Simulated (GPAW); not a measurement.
Consider As (Pm-3m).

```xyz
1
Lattice="2.7037 0.0000 0.0000 0.0000 2.7037 0.0000 0.0000 0.0000 2.7037" Properties=species:S:1:pos:R:3 pbc="T T T"
As    1.3518    1.3518    1.3518
```

Absorber: atom 1, with 6 As at 2.70 Å (octahedral, site symmetry m-3m). Method: GPAW, LDA, excited-electron core hole (neutral cell), 12-atom cell with 6.6 Å between holes, 5×4×5 k points, dipole transitions, Gaussian full width 2.14 eV up to 4 eV, rising linearly to 3.5 eV at 25 eV.

This is not the structure that As takes at ambient pressure and room temperature (space group No. 166); it is a model or a phase of other conditions.

Question: Where do the maxima of the As K edge fall?

Main maxima up to 30 eV above the zero (height): 3.6 eV (1.92) and 19.0 eV (0.86). A K edge sees empty p states on the absorber. 

The As K spectrum (energy from the lowest empty level; intensity scaled to a mean of 1 over the first 20 eV):

```tsv
E (eV)	intensity
-2.0	0.02
-1.5	0.08
-1.0	0.22
-0.5	0.48
0.0	0.81
0.5	1.17
1.0	1.48
1.5	1.69
2.0	1.81
2.5	1.87
3.0	1.90
3.5	1.92
4.0	1.91
4.5	1.83
5.0	1.69
5.5	1.51
6.0	1.29
6.5	1.07
7.0	0.85
7.5	0.66
8.0	0.51
8.5	0.41
9.0	0.37
9.5	0.38
10.0	0.42
10.5	0.49
11.0	0.58
11.5	0.66
12.0	0.72
12.5	0.75
13.0	0.76
13.5	0.74
14.0	0.73
14.5	0.73
15.0	0.74
15.5	0.76
16.0	0.78
16.5	0.80
17.0	0.82
17.5	0.84
18.0	0.85
18.5	0.86
19.0	0.86
19.5	0.86
20.0	0.86
20.5	0.86
21.0	0.85
21.5	0.85
22.0	0.83
22.5	0.82
23.0	0.81
23.5	0.80
24.0	0.79
24.5	0.79
25.0	0.79
25.5	0.79
26.0	0.79
26.5	0.80
27.0	0.80
27.5	0.81
28.0	0.82
28.5	0.83
29.0	0.85
29.5	0.87
30.0	0.88
30.5	0.90
```

The script folds with a Gaussian, whereas the core hole's own line is a Lorentzian, so the onset is too steep and the first peak too high. The primitive cell holds an odd number of electrons, so a spin-paired run has to come out metallic; that is right for a metal, but some such compounds are magnetic or distorted insulators. The structure is a computed Materials Project entry and may be a hypothetical form.

[Banner, clock and machine lines of the logs are left out without a mark of their own.]

[Logs are printed without paths, hosts, clocks, repeated set-up lines and the standing remarks that a program may print on its own settings, such as how far it seeks lower states.]

[Hosts, paths, dates, database ids (printed as entryN), source tags and the programs' standing remarks are cut or masked in the printed files.]

[Lists of maxima count a maximum above −3 eV only where it reaches 4 % of the highest in the window and stands out from its surroundings by 2 % of it (1.5 % where it reaches 55 %); shoulders and weaker maxima are passed over, and of the rest the first, up to two pre-edge ones and the few strongest are named.]
